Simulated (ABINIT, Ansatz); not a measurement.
# A GW run on BaTiB2O6 (R-3) in ABINIT, with inputs changed

A base run on BaTiB2O6 (R-3), then changed inputs.

Main program and level: ABINIT 10.8.3; LDA and many-body steps on it, plane waves.

## 1. The starting structure

Symmetry: R-3, No. 148, trigonal system. Conventional cell: a = 5.021 Å, b = 5.021 Å, c = 16.384 Å, α = 90.00°, β = 90.00°, γ = 120.00°. Nearest to Ba lie 12 O at 2.85 to 3.10 Å. Nearest to Ti lie 6 O at 1.92 Å. Nearest to B lie 3 O at 1.37 Å. Nearest to O lie 1 B at 1.37 Å and 1 Ti at 1.92 Å and 2 Ba at 2.85 to 3.10 Å. Farther neighbours and most contacts between anions are not listed.

The cell and positions come from the Crystallography Open Database and are kept as given unless a step says otherwise. Spin-orbit coupling is left out unless a step names it.

## 2. Screening, 2×2×2 mesh, 111 bands, screening to 114.3 eV

This step: ABINIT 10.8.3; RPA screening on LDA, plane waves, norm-conserving pseudopotentials.

The RPA dielectric matrix is built and inverted for each q.

File run.abi:

```
acell 3*1.0 Angstrom
rprim 
  2.510250000000 1.449293513209 5.461466666706
  -2.510250000000 1.449293513209 5.461466666706
  0.000000000000 -2.898587026491 5.461466666687
ntypat 4
znucl 56 22 5 8
natom 10
typat 1 2 3 3 4 4 4 4 4 4
xred 
  0.000000000000 0.000000000000 0.000000000000
  0.500000000000 0.500000000000 0.500000000000
  0.765800000000 0.765800000000 0.765800000000
  0.234200000000 0.234200000000 0.234200000000
  0.076700000000 0.577400000000 0.636400000000
  0.636400000000 0.076700000000 0.577400000000
  0.577400000000 0.636400000000 0.076700000000
  0.923300000000 0.422600000000 0.363600000000
  0.363600000000 0.923300000000 0.422600000000
  0.422600000000 0.363600000000 0.923300000000
pp_dirpath "pseudos"
pseudos "Ba.upf, Ti.upf, B.upf, O.upf"
ecut 38
ngkpt 2 2 2
nshiftk 1
shiftk 0 0 0
kptopt 1
chksymbreak 0
istwfk *1
occopt 1
irdwfk 1
optdriver 3
nband 111
ecuteps 4.2
inclvkb 2
awtr 1
symchi 1
indata_prefix "in"
outdata_prefix "out"
tmpdata_prefix "tmp"
```

The run is started by

```
$ OMP_NUM_THREADS=1 mpirun -n 4 abinit run.abi > log
```

The log of the run:

```text
.Version 10.8.3 of ABINIT. v10.8.2 released Aug 2026.

 Symmetries : space group R-3 (#148); Bravais hR (rhombohedral)
[... echo of the input left out ...]
== DATASET  1 ==================================================================
-   mpi_nproc: 4, omp_nthreads: 1 (-1 if OMP is not activated)

--- !DatasetInfo
iteration_state: {dtset: 1, }
dimensions: {natom: 10, nkpt: 4, mband: 111, nsppol: 1, nspinor: 1, nspden: 1, mpw: 9034, }
cutoff_energies: {ecut:  38.0, pawecutdg:  -1.0, }
electrons: {nelect:   6.40000000E+01, charge:   0.00000000E+00, occopt:   1.00000000E+00, tsmear:   1.00000000E-02, }

 SCREENING: Calculation of the susceptibility and dielectric matrices

 Based on a program developped by R.W. Godby, V. Olevano, G. Onida, and L. Reining.
 Incorporated in ABINIT by V. Olevano, G.-M. Rignanese, and M. Torrent.
.Using double precision arithmetic ; gwpc =  8

[... cell and pseudopotentials left out ...]
--------------------------------------------------------------------------------

 ==== K-mesh for the wavefunctions ====
 Number of points in the irreducible wedge :     4
[... list of points left out ...]
 Together with  6 symmetry operations and time-reversal symmetry
 yields     8 points in the full Brillouin Zone.

 ==== Q-mesh for the screening function ====
 Number of points in the irreducible wedge :     4
[... list of points left out ...]
 Together with  6 symmetry operations and time-reversal symmetry
 yields     8 points in the full Brillouin Zone.

 setmesh: FFT mesh size selected  =    45x   45x   45
          total number of points  =        91125

 vcoul_init : cutoff-mode = AUXILIARY_FUNCTION
 q-points for optical limit:   1
     1)      0.000010    0.000020    0.000030

- screening: taking advantage of time-reversal symmetry
- Maximum band index for partially occupied states nbvw = 32
- Remaining bands to be divided among processors   nbcw = 79
- Number of bands treated by each node ~19

 Number of electrons calculated from density =   64.0000; Expected =   64.0000
 average of density, n =  0.079552
 r_s =    1.4424
 omega_plasma =   27.2070 [eV]

 calculating chi0 at frequencies [eV] :
  1    0.000000E+00    0.000000E+00
  2    0.000000E+00    2.720698E+01

--------------------------------------------------------------------------------
  q-point number  1        q = ( 0.000000, 0.000000, 0.000000) [r.l.u.]
--------------------------------------------------------------------------------
[... chi0 elements left out ...]
 For q-point:  0.000010 0.000020 0.000030
  dielectric constant =   4.2138
  dielectric constant without local fields =   4.6625

  Average fulfillment of the sum rule on Im[epsilon] for q-point    1 :     45.25  [%]
[... wings left out ...]
  q-point number  2        q = ( 0.500000, 0.000000, 0.000000) [r.l.u.]
--------------------------------------------------------------------------------
[... chi0 elements left out ...]
  Average fulfillment of the sum rule on Im[epsilon] for q-point    2 :     51.97  [%]

 [... 2 further q-points ...]
```

The job ended after 2.2 min (4 MPI ranks of Intel Xeon Platinum 8259CL at 2.50GHz (Skylake/Cascade Lake), shared host; peak memory 1.9 GiB).

Numbers from this step:

```
ε∞ with local fields, on this mesh, along the program's q direction : 4.214
the same without local fields                                       : 4.662
plasma frequency                                                    : 27.21 eV
plane waves in the screening matrix                                 : 333
```

Local fields lower ε∞ by 10 %. On a Γ-centred mesh this coarse the value itself is usually too large, while a short band sum pulls it down.

## 3. Base

The self-energy is evaluated for the states that the input lists, and the levels follow from it, in one-shot runs by the linearised quasiparticle equation.

This step: G0W0 on LDA, plane waves, norm-conserving pseudopotentials.

run.abi: that of step 2 with these lines changed.

```diff
@@ -31,8 +31,17 @@
 irdwfk 1
-optdriver 3
+optdriver 4
 nband 111
+gwcalctyp 0
+ecutsigx 38
+symsigma 1
+nkptgw 2
+kptgw 
+  0.5000000000 0.5000000000 0.5000000000
+  0.0000000000 0.0000000000 0.0000000000
+bdgw 
+  31 35
+  31 35
 ecuteps 4.2
-inclvkb 2
-awtr 1
-symchi 1
+irdscr 1
+ppmodel 1
 indata_prefix "in"
```

The log of the run:

```text
.Version 10.8.3 of ABINIT. v10.8.2 released Aug 2026.

 Symmetries : space group R-3 (#148); Bravais hR (rhombohedral)
[... echo of the input left out ...]
== DATASET  1 ==================================================================
-   mpi_nproc: 4, omp_nthreads: 1 (-1 if OMP is not activated)

--- !DatasetInfo
iteration_state: {dtset: 1, }
dimensions: {natom: 10, nkpt: 4, mband: 111, nsppol: 1, nspinor: 1, nspden: 1, mpw: 9034, }
cutoff_energies: {ecut:  38.0, pawecutdg:  -1.0, }
electrons: {nelect:   6.40000000E+01, charge:   0.00000000E+00, occopt:   1.00000000E+00, tsmear:   1.00000000E-02, }

 SIGMA: Calculation of the GW corrections

 Based on a program developped by R.W. Godby, V. Olevano, G. Onida, and L. Reining.
 Incorporated in ABINIT by V. Olevano, G.-M. Rignanese, and M. Torrent.
.Using double precision arithmetic ; gwpc =  8

[... cell and pseudopotentials left out ...]
--------------------------------------------------------------------------------

 ==== K-mesh for the wavefunctions ====
 Number of points in the irreducible wedge :     4
[... list of points left out ...]
 Together with  6 symmetry operations and time-reversal symmetry
 yields     8 points in the full Brillouin Zone.

 ==== Q-mesh for screening function ====
 Number of points in the irreducible wedge :     4
[... list of points left out ...]
 Together with  6 symmetry operations and time-reversal symmetry
 yields     8 points in the full Brillouin Zone.

 vcoul_init : cutoff-mode = AUXILIARY_FUNCTION
 q-points for optical limit:   1
     1)      0.000010    0.000020    0.000030
 setmesh: FFT mesh size selected  =    72x   72x   72
          total number of points  =       373248

 Number of electrons calculated from density =   64.0000; Expected =   64.0000
 average of density, n =  0.079552
 r_s =    1.4424
 omega_plasma =   27.2070 [eV]

 === KS Band Gaps ===
  >>>> For spin  1
   Minimum direct gap =   2.4946 [eV], located at k-point      :   0.0000  0.0000  0.0000
   Fundamental gap    =   2.4918 [eV], Top of valence bands at :   0.5000  0.5000  0.5000
                                       Bottom of conduction at :   0.0000  0.0000  0.0000
 SIGMA fundamental parameters:
 PLASMON POLE MODEL  1
 number of plane-waves for SigmaX                 8981
 number of plane-waves for SigmaC and W            333
 number of plane-waves for wavefunctions          8981
 number of bands                                   111
 number of independent spin polarizations            1
 number of spinorial components                      1
 number of k-points in IBZ                           4
 number of q-points in IBZ                           4
 number of symmetry operations                       6
 number of k-points in BZ                            8
 number of q-points in BZ                            8
 number of frequencies for dSigma/dE                 9
 frequency step for dSigma/dE [eV]                0.25
 number of omega for Sigma on real axis              0
 max omega for Sigma on real axis  [eV]           0.00
 zcut for avoiding poles [eV]                     0.10

 EPSILON^-1 parameters (SCR file):
 dimension of the eps^-1 matrix on file            333
 dimension of the eps^-1 matrix used               333
 number of plane-waves for wavefunctions          8981
 number of bands                                   111
 number of q-points in IBZ                           4
 number of frequencies                               2
 number of real frequencies                          1
 number of imag frequencies                          1

 matrix elements of self-energy operator (all in [eV])

 Perturbative Calculation

--- !SelfEnergy_ee
iteration_state: {dtset: 1, }
kpoint     : [   0.500,    0.500,    0.500, ]
spin       : 1
KS_gap     :    2.514
QP_gap     :    5.019
Delta_QP_KS:    2.505
data: !SigmaeeData |
     Band     E0 <VxcDFT>   SigX SigC(E0)      Z dSigC/dE  Sig(E)    E-E0       E
       31   3.367 -19.786 -24.771   4.994   0.787  -0.271 -19.779   0.007   3.375
       32   3.753 -20.237 -25.167   5.014   0.787  -0.270 -20.171   0.065   3.819
       33   6.267 -19.181 -11.022  -4.908   0.791  -0.265 -16.610   2.571   8.838
       34   6.753 -20.705 -12.485  -4.797   0.781  -0.281 -18.032   2.673   9.425
       35   6.753 -20.705 -12.485  -4.797   0.781  -0.281 -18.032   2.673   9.425

--- !SelfEnergy_ee
iteration_state: {dtset: 1, }
kpoint     : [   0.000,    0.000,    0.000, ]
spin       : 1
KS_gap     :    2.495
QP_gap     :    5.054
Delta_QP_KS:    2.559
data: !SigmaeeData |
     Band     E0 <VxcDFT>   SigX SigC(E0)      Z dSigC/dE  Sig(E)    E-E0       E
       31   3.381 -19.874 -24.888   5.022   0.786  -0.272 -19.867   0.007   3.387
       32   3.750 -20.206 -25.121   5.002   0.787  -0.270 -20.137   0.069   3.820
       33   6.245 -19.517 -11.127  -5.056   0.788  -0.268 -16.889   2.628   8.874
       34   6.659 -20.467 -12.188  -4.863   0.782  -0.278 -17.794   2.673   9.331
       35   6.659 -20.467 -12.188  -4.863   0.782  -0.278 -17.794   2.673   9.331

== END DATASET(S) ==============================================================
================================================================================

 -outvars: echo values of variables after computation  --------
           etotal      0.0000000000E+00
            nband         111
             nkpt           4
          spgroup         148
 [... the other variables as echoed above ...]

 Calculation completed.
```

Wall time 25 s (4 MPI ranks); peak memory 1.8 GiB; 1.7 min of CPU time.

Numbers from this step:

- G0W0 gap on the points computed: 5.018 eV
- starting gap on the mesh: 2.492 eV
- k of the valence top: 0, 0, 0
- k of the conduction bottom: 0.5, 0.5, 0.5
- Z at the valence top: 0.787
- Z at the conduction bottom: 0.791
- least direct G0W0 gap on the computed points: 5.019 eV

The gap on the mesh goes from 2.49 eV to 5.02 eV, a correction of +2.53 eV.

## 4. Smaller part of the screening matrix

run.abi: that of step 3 with these lines changed.

```diff
@@ -43,3 +43,3 @@
   31 35
-ecuteps 4.2
+ecuteps 1.1
 irdscr 1
```

The log of the run:

```text
.Version 10.8.3 of ABINIT. v10.8.2 released Aug 2026.

 Symmetries : space group R-3 (#148); Bravais hR (rhombohedral)
[... echo of the input left out ...]
== DATASET  1 ==================================================================
-   mpi_nproc: 4, omp_nthreads: 1 (-1 if OMP is not activated)

--- !DatasetInfo
iteration_state: {dtset: 1, }
dimensions: {natom: 10, nkpt: 4, mband: 111, nsppol: 1, nspinor: 1, nspden: 1, mpw: 9034, }
cutoff_energies: {ecut:  38.0, pawecutdg:  -1.0, }
electrons: {nelect:   6.40000000E+01, charge:   0.00000000E+00, occopt:   1.00000000E+00, tsmear:   1.00000000E-02, }

 SIGMA: Calculation of the GW corrections

 Based on a program developped by R.W. Godby, V. Olevano, G. Onida, and L. Reining.
 Incorporated in ABINIT by V. Olevano, G.-M. Rignanese, and M. Torrent.
.Using double precision arithmetic ; gwpc =  8

[... cell and pseudopotentials left out ...]
--------------------------------------------------------------------------------

 ==== K-mesh for the wavefunctions ====
 Number of points in the irreducible wedge :     4
[... list of points left out ...]
 Together with  6 symmetry operations and time-reversal symmetry
 yields     8 points in the full Brillouin Zone.

 ==== Q-mesh for screening function ====
 Number of points in the irreducible wedge :     4
[... list of points left out ...]
 Together with  6 symmetry operations and time-reversal symmetry
 yields     8 points in the full Brillouin Zone.

 vcoul_init : cutoff-mode = AUXILIARY_FUNCTION
 q-points for optical limit:   1
     1)      0.000010    0.000020    0.000030
 setmesh: FFT mesh size selected  =    72x   72x   72
          total number of points  =       373248

 Number of electrons calculated from density =   64.0000; Expected =   64.0000
[...]
number of omega for Sigma on real axis              0
 max omega for Sigma on real axis  [eV]           0.00
 zcut for avoiding poles [eV]                     0.10

 EPSILON^-1 parameters (SCR file):
 dimension of the eps^-1 matrix on file            333
 dimension of the eps^-1 matrix used                47
 number of plane-waves for wavefunctions          8981
 number of bands                                   111
 number of q-points in IBZ                           4
 number of frequencies                               2
 number of real frequencies                          1
 number of imag frequencies                          1

 matrix elements of self-energy operator (all in [eV])

 Perturbative Calculation

--- !SelfEnergy_ee
iteration_state: {dtset: 1, }
kpoint     : [   0.500,    0.500,    0.500, ]
spin       : 1
KS_gap     :    2.514
QP_gap     :    6.457
Delta_QP_KS:    3.943
data: !SigmaeeData |
     Band     E0 <VxcDFT>   SigX SigC(E0)      Z dSigC/dE  Sig(E)    E-E0       E
       31   3.367 -19.786 -24.771   3.843   0.834  -0.200 -20.737  -0.951   2.416
       32   3.753 -20.237 -25.167   3.855   0.835  -0.198 -21.135  -0.898   2.855
       33   6.267 -19.181 -11.022  -4.435   0.817  -0.223 -16.136   3.045   9.312
[...]
--- !SelfEnergy_ee
iteration_state: {dtset: 1, }
kpoint     : [   0.000,    0.000,    0.000, ]
spin       : 1
KS_gap     :    2.495
QP_gap     :    6.523
Delta_QP_KS:    4.028
data: !SigmaeeData |
     Band     E0 <VxcDFT>   SigX SigC(E0)      Z dSigC/dE  Sig(E)    E-E0       E
[...]
34   6.659 -20.467 -12.188  -4.415   0.813  -0.230 -17.325   3.142   9.801
       35   6.659 -20.467 -12.188  -4.415   0.813  -0.230 -17.325   3.142   9.801

== END DATASET(S) ==============================================================
================================================================================

 -outvars: echo values of variables after computation  --------
           etotal      0.0000000000E+00
            nband         111
             nkpt           4
          spgroup         148
 [... the other variables as echoed above ...]

 Calculation completed.
```

Elapsed: 17 s, on 4 MPI ranks; peak memory 1.7 GiB; 69 s of CPU time.

Numbers from this step:

* G0W0 gap on the points computed: 6.455 eV
* starting gap on the mesh: 2.492 eV
* k of the valence top: 0, 0, 0
* k of the conduction bottom: 0.5, 0.5, 0.5
* Z at the valence top: 0.835
* Z at the conduction bottom: 0.817
* least direct G0W0 gap on the computed points: 6.457 eV

(Part 1 of 2 ends here.)

[Paths, hosts, dates, memory and timing lines, banners, echoed tables and standing remarks are left out of the program output.]

[Logs are printed without paths, hosts, clocks, repeated set-up lines and the standing remarks that a program may print on its own settings, such as how far it seeks lower states.]

[Runs of the session that timed out or met a known fault of the program may be left out.]

[Hosts, paths, dates, database ids (printed as entryN), source tags and the programs' standing remarks are cut or masked in the printed files.]

[G0W0 gaps are taken among the corrected bands and points alone; a level outside them can change the order at an edge.]

[Where Ansatz stands beside ABINIT at settings called matched, ABINIT's density can come from a denser mesh and the files from another edition; pairs whose starting gaps differed by over 0.03 eV were left out, so agreement reads better than it is.]
